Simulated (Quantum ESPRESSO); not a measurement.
**LiGdSe2: which magnetic order is lowest**

Aim: find out which collinear order of LiGdSe2 costs least.

Method: BLYP with U = 3.6 eV on Gd f (atomic projectors); plane waves with SSSP 1.3 efficiency PBE potentials, no spin-orbit coupling, in Quantum ESPRESSO 7.5.

## (1) The starting structure

The structure is trigonal, space group R-3m (No. 166). Conventional cell: a = 4.103 Å, b = 4.103 Å, c = 19.388 Å, α = 90.00°, β = 90.00°, γ = 120.00°. Nearest to Li lie 6 Se at 2.85 Å. Gd has 6 Se at 2.89 Å nearest. Nearest to Se lie 3 Li at 2.85 Å and 3 Gd at 2.89 Å. Farther neighbours and most contacts between anions are not listed.

As a file:

```cif
data_structure
_symmetry_space_group_name_H-M 'P 1'
_symmetry_Int_Tables_number 1
_cell_length_a 6.8834
_cell_length_b 6.8834
_cell_length_c 6.8834
_cell_angle_alpha 34.684
_cell_angle_beta 34.684
_cell_angle_gamma 34.684
_cell_volume 94.24
loop_
_atom_site_label
_atom_site_type_symbol
_atom_site_fract_x
_atom_site_fract_y
_atom_site_fract_z
_atom_site_occupancy
Li1 Li 0.50000 0.50000 0.50000 1
Gd2 Gd 0.00000 0.00000 0.00000 1
Se3 Se 0.75165 0.75165 0.75165 1
Se4 Se 0.24835 0.24835 0.24835 1
```

The cell comes from Materials Project 2023-11-01, a database of computed structures, and need not be the stable phase.

## (2) Run 1, typed as ferro +

The signs are those of the starting moments on the seeded atoms, the atoms that are given a moment.

Input file pw.in:

```
&CONTROL
  calculation = 'scf'
  prefix = 'pwscf'
  outdir = './tmp'
  pseudo_dir = './pseudo'
  disk_io = 'nowf'
  tprnfor = .true.
  tstress = .true.
/
&SYSTEM
  ibrav = 0
  celldm(1) = 8
  nat = 4
  ntyp = 3
  ecutwfc = 50
  ecutrho = 400
  nbnd = 28
  input_dft = 'blyp'
  occupations = 'smearing'
  smearing = 'fd'
  degauss = 0.00734986
  nspin = 2
  starting_magnetization(1) = 0
  starting_magnetization(2) = 0.3889
  starting_magnetization(3) = 0
/
&ELECTRONS
  conv_thr = 4d-07
  electron_maxstep = 150
  mixing_beta = 0.5
  mixing_ndim = 12
/
ATOMIC_SPECIES
Li      6.9400 li_pbe_v1.4.uspp.F.UPF
Gd    157.2500 Gd.paw.z_18.atompaw.wentzcovitch.v1.2.upf
Se     78.9710 Se_pbe_v1.uspp.F.UPF
CELL_PARAMETERS alat
   0.4846533974646    0.2798147694887    1.5266138646805
  -0.4846533974646    0.2798147694887    1.5266138646805
   0.0000000000000   -0.5596295389774    1.5266138646805
ATOMIC_POSITIONS crystal
Li      0.5000000000    0.5000000000    0.5000000000
Gd      0.0000000000    0.0000000000    0.0000000000
Se      0.7516470200    0.7516470200    0.7516470200
Se      0.2483529800    0.2483529800    0.2483529800
K_POINTS automatic
6 6 6 0 0 0
HUBBARD {atomic}
U Gd-4f 3.6000
```

Run with:

```sh
OMP_NUM_THREADS=1 mpirun -n 4 pw.x -nk 4 -in pw.in > pw.out
```

Output:

```text
Program PWSCF v.7.5 starts

     file Gd.paw.z_18.atompaw.wentzcovitch.v1.2.upf: wavefunction(s)  6S 0P 5D 0D 4F 0F renormalized

     IMPORTANT: XC functional enforced from input :
     Exchange-correlation= BLYP
                           (   1   3   1   3   0   0   0)
     Any further DFT definition will be discarded
     Please, verify this is what you really want

     Message from routine setup:
     using ibrav=0 with symmetry is DISCOURAGED, use correct ibrav instead

     K-points division:     npool     =       4
     Subspace diagonalization in iterative solution of the eigenvalue problem:

     G-vector sticks info
     --------------------
     sticks:   dense  smooth     PW     G-vecs:    dense   smooth      PW
     Sum        3067    1539    475                86009    30379    5209

     Using Slab Decomposition

     bravais-lattice index     =            0
     lattice parameter (alat)  =       8.0000  a.u.
     unit-cell volume          =     635.9930 (a.u.)^3
     number of atoms/cell      =            4
     number of atomic types    =            3
     number of electrons       =        33.00
     number of Kohn-Sham states=           28
     kinetic-energy cutoff     =      50.0000  Ry
     charge density cutoff     =     400.0000  Ry
     scf convergence threshold =      4.0E-07
     mixing beta               =       0.5000
     number of iterations used =           12  plain     mixing
     Exchange-correlation= BLYP
                           (   1   3   1   3   0   0   0)
     Hubbard projectors: atomic
     Hubbard parameters of DFT+U (Dudarev formulation) in eV:
     U(Gd-4f) =  3.6000

     Internal variables: lda_plus_u =T, lda_plus_u_kind = 0

     Internal variables: orbital_resolved =F, hub_pot_fix =F, apply_U = F

     celldm(1)=   8.000000  celldm(2)=   0.000000  celldm(3)=   0.000000
     celldm(4)=   0.000000  celldm(5)=   0.000000  celldm(6)=   0.000000

     crystal axes: (cart. coord. in units of alat)
               a(1) = (   0.484653   0.279815   1.526614 )
               a(2) = (  -0.484653   0.279815   1.526614 )
               a(3) = (   0.000000  -0.559630   1.526614 )

     reciprocal axes: (cart. coord. in units 2 pi/alat)
               b(1) = (  1.031665  0.595632  0.218348 )
               b(2) = ( -1.031665  0.595632  0.218348 )
               b(3) = ( -0.000000 -1.191264  0.218348 )

     PseudoPot. # 1 for Li read from file:
     li_pbe_v1.4.uspp.F.UPF
     Pseudo is Ultrasoft, Zval =  3.0
     Generated by new atomic code, or converted to UPF format
     Using radial grid of  751 points,  5 beta functions with:
                l(1) =   0
                l(2) =   0
                l(3) =   0
                l(4) =   1
                l(5) =   1
     Q(r) pseudized with 10 coefficients,  rinner =    1.150   1.150   1.150

     PseudoPot. # 2 for Gd read from file:
     Gd.paw.z_18.atompaw.wentzcovitch.v1.2.upf
     Pseudo is Projector augmented-wave + core cor, Zval = 18.0
     Generated using ATOMPAW code
     Shape of augmentation charge: BESSEL
     Using radial grid of 1110 points,  8 beta functions with:
                l(1) =   0
                l(2) =   0
                l(3) =   1
                l(4) =   1
                l(5) =   2
                l(6) =   2
                l(7) =   3
                l(8) =   3
     Q(r) pseudized with 0 coefficients

     PseudoPot. # 3 for Se read from file:
     Se_pbe_v1.uspp.F.UPF
     Pseudo is Ultrasoft + core correction, Zval =  6.0
     Generated by new atomic code, or converted to UPF format
     Using radial grid of  877 points,  6 beta functions with:
                l(1) =   0
                l(2) =   0
                l(3) =   1
                l(4) =   1
                l(5) =   2
                l(6) =   2
     Q(r) pseudized with  8 coefficients,  rinner =    1.300   1.300   1.300
                                                       1.300   1.300

     atomic species   valence    mass     pseudopotential
     Li                3.00     6.94000     Li( 1.00)
     Gd               18.00   157.25000     Gd( 1.00)
     Se                6.00    78.97100     Se( 1.00)

     Starting magnetic structure
     atomic species   magnetization
     Li              0.000
     Gd              0.389
     Se              0.000

     12 Sym. Ops., with inversion, found

   Cartesian axes

     site n.     atom                  positions (alat units)
         1        Li     tau(   1) = (   0.0000000   0.0000000   2.2899208  )
         2        Gd     tau(   2) = (   0.0000000   0.0000000   0.0000000  )
         3        Se     tau(   3) = (   0.0000000  -0.0000000   3.4424243  )
         4        Se     tau(   4) = (   0.0000000   0.0000000   1.1374173  )

     number of k points=    32  Fermi-Dirac smearing, width (Ry)=  0.0073
                       cart. coord. in units 2pi/alat
        k(    1) = (   0.0000000   0.0000000   0.0000000), wk =   0.0046296
        k(    2) = (  -0.0000000  -0.1985440   0.0363914), wk =   0.0277778
        k(    3) = (  -0.0000000  -0.3970881   0.0727827), wk =   0.0277778
        k(    4) = (   0.0000000   0.5956321  -0.1091741), wk =   0.0138889
        k(    5) = (  -0.1719442  -0.0992720   0.0727827), wk =   0.0277778
        [... 27 further k-points ...]

     Dense  grid:    86009 G-vectors     FFT dimensions: (  90,  90,  90)

     Smooth grid:    30379 G-vectors     FFT dimensions: (  60,  60,  60)

     Generating pointlists ...
     new r_m :   0.2777 (alat units)  2.2214 (a.u.) for type    1
     new r_m :   0.2812 (alat units)  2.2495 (a.u.) for type    2
     new r_m :   0.2777 (alat units)  2.2214 (a.u.) for type    3

     Initial potential from superposition of free atoms

     starting charge      32.5440, renormalised to      33.0000

     STARTING HUBBARD OCCUPATIONS:

     =================== HUBBARD OCCUPATIONS ===================
     ------------------------ ATOM    2 ------------------------
     Tr[ns(  2)] (up, down, total) =   7.00000  0.00000  7.00000
     Atomic magnetic moment for atom   2 =   7.00000
     [... lines left out ...]
     Number of occupied Hubbard levels =    7.0000

     Atomic wfc used for Hubbard projectors are NOT orthogonalized

     Starting wfcs are   45 randomized atomic wfcs
     Checking if some PAW data can be deallocated...

     Self-consistent Calculation

     iteration #  1     ecut=    50.00 Ry     beta= 0.50
     Davidson diagonalization with overlap
     ethr =  1.00E-02,  avg # of iterations =  3.6

     =================== HUBBARD OCCUPATIONS ===================
     ------------------------ ATOM    2 ------------------------
     Tr[ns(  2)] (up, down, total) =   6.99979  0.02982  7.02961
     Atomic magnetic moment for atom   2 =   6.96997
     [... lines left out ...]
     Number of occupied Hubbard levels =    7.0296

     total energy              =    -787.22962443 Ry
     estimated scf accuracy    <       0.81956107 Ry

     total magnetization       =     7.00 Bohr mag/cell
     absolute magnetization    =     7.26 Bohr mag/cell

     iteration #  2     ecut=    50.00 Ry     beta= 0.50
     Davidson diagonalization with overlap
     ethr =  2.48E-03,  avg # of iterations =  2.4

     total energy              =    -785.67081788 Ry
     estimated scf accuracy    <       9.19828196 Ry

     total magnetization       =     4.12 Bohr mag/cell
     absolute magnetization    =     4.22 Bohr mag/cell

     iteration #  3     ecut=    50.00 Ry     beta= 0.50
     Davidson diagonalization with overlap
     ethr =  2.48E-03,  avg # of iterations =  2.3

     total energy              =    -787.59220399 Ry
     estimated scf accuracy    <       0.40163944 Ry

     total magnetization       =     7.00 Bohr mag/cell
     absolute magnetization    =     7.22 Bohr mag/cell

     [... further iterations left out ...]

     iteration #  8     ecut=    50.00 Ry     beta= 0.50
     Davidson diagonalization with overlap
     c_bands:  1 eigenvalues not converged
     c_bands:  1 eigenvalues not converged
     ethr =  1.15E-06,  avg # of iterations =  9.6

     total energy              =    -787.54763238 Ry
     estimated scf accuracy    <       0.00002592 Ry

     total magnetization       =     7.00 Bohr mag/cell
     absolute magnetization    =     7.15 Bohr mag/cell

     iteration #  9     ecut=    50.00 Ry     beta= 0.50
     Davidson diagonalization with overlap
     ethr =  7.85E-08,  avg # of iterations =  6.4

     total energy              =    -787.54764599 Ry
     estimated scf accuracy    <       0.00000260 Ry

     total magnetization       =     7.00 Bohr mag/cell
     absolute magnetization    =     7.15 Bohr mag/cell

     iteration # 10     ecut=    50.00 Ry     beta= 0.50
     Davidson diagonalization with overlap
     ethr =  7.87E-09,  avg # of iterations =  7.3

     total energy              =    -787.54764862 Ry
     estimated scf accuracy    <       0.00000091 Ry

     total magnetization       =     7.00 Bohr mag/cell
     absolute magnetization    =     7.15 Bohr mag/cell

     iteration # 11     ecut=    50.00 Ry     beta= 0.50
     Davidson diagonalization with overlap
     ethr =  2.74E-09,  avg # of iterations =  2.5

     Magnetic moment per site  (integrated on atomic sphere of radius R)
     atom   1 (R=0.278)  charge=  2.3575  magn= -0.0042
     atom   2 (R=0.281)  charge= 15.2894  magn=  6.9816
     atom   3 (R=0.278)  charge=  4.7498  magn= -0.0284
     atom   4 (R=0.278)  charge=  4.7498  magn= -0.0284

     End of self-consistent calculation

     =================== HUBBARD OCCUPATIONS ===================
     ------------------------ ATOM    2 ------------------------
     Tr[ns(  2)] (up, down, total) =   7.01079  0.07342  7.08421
     Atomic magnetic moment for atom   2 =   6.93737
     [... lines left out ...]
     Number of occupied Hubbard levels =    7.0842

     [... lines left out ...]
     the Fermi energy is     8.0534 ev

!    total energy              =    -787.54764884 Ry
     estimated scf accuracy    <       0.00000008 Ry
     smearing contrib. (-TS)   =      -0.00000464 Ry
     internal energy E=F+TS    =    -787.54764420 Ry

     The total energy is F=E-TS. E is the sum of the following terms:
     one-electron contribution =    -159.13478696 Ry
     hartree contribution      =      94.67226258 Ry
     xc contribution           =     -86.21347954 Ry
     ewald contribution        =    -169.45149718 Ry
     Hubbard energy            =       0.00813218 Ry
     one-center paw contrib.   =    -467.42827528 Ry

     total magnetization       =     7.00 Bohr mag/cell
     absolute magnetization    =     7.15 Bohr mag/cell

     convergence has been achieved in  11 iterations

     Forces acting on atoms (cartesian axes, Ry/au):

     atom    1 type  1   force =     0.00000000    0.00000000   -0.00000000
     atom    2 type  2   force =    -0.00000000   -0.00000000   -0.00000000
     atom    3 type  3   force =    -0.00000000   -0.00000000    0.00936803
     atom    4 type  3   force =     0.00000000    0.00000000   -0.00936803

     Total force =     0.013248     Total SCF correction =     0.000278

     Computing stress (Cartesian axis) and pressure

          total   stress  (Ry/bohr**3)                   (kbar)     P=       41.76
   0.00028303  -0.00000000   0.00000000           41.63       -0.00        0.00
   0.00000000   0.00028303   0.00000000            0.00       41.63        0.00
   0.00000000   0.00000000   0.00028553            0.00        0.00       42.00

=------------------------------------------------------------------------------=
   JOB DONE.
=------------------------------------------------------------------------------=
```

It took 88 s on 4 MPI ranks of Intel Xeon Platinum 8488C (Sapphire Rapids), shared host; peak memory 1.6 GiB.

Spin moment in the atom's sphere by atom:

```csv
atom,spin moment in the atom's sphere (μB)
Li1,0.00
Gd2,6.98
Se3,-0.03
Se4,-0.03
```

Numbers from this step:

| Quantity | Value |
| --- | --- |
| smearing term TS | 6.32e-5 eV |
| pressure | 4.176 GPa |
| magnetization | 7 μB |
| absolute magnetization | 7.153 μB |
| final state | ferromagnetic |

[end of part 1 of 2]

[Logs and program files are shortened in this print: banners, set-up blocks, solver, clock and traceback lines can be left out without a mark of their own.]

[Logs are printed without paths, hosts, clocks, repeated set-up lines and the standing remarks that a program may print on its own settings, such as how far it seeks lower states.]

[Hosts, paths, dates, database ids (printed as entryN), source tags and the programs' standing remarks are cut or masked in the printed files.]

[Where a cell is said to come from a database of computed structures, the database is the Materials Project.]
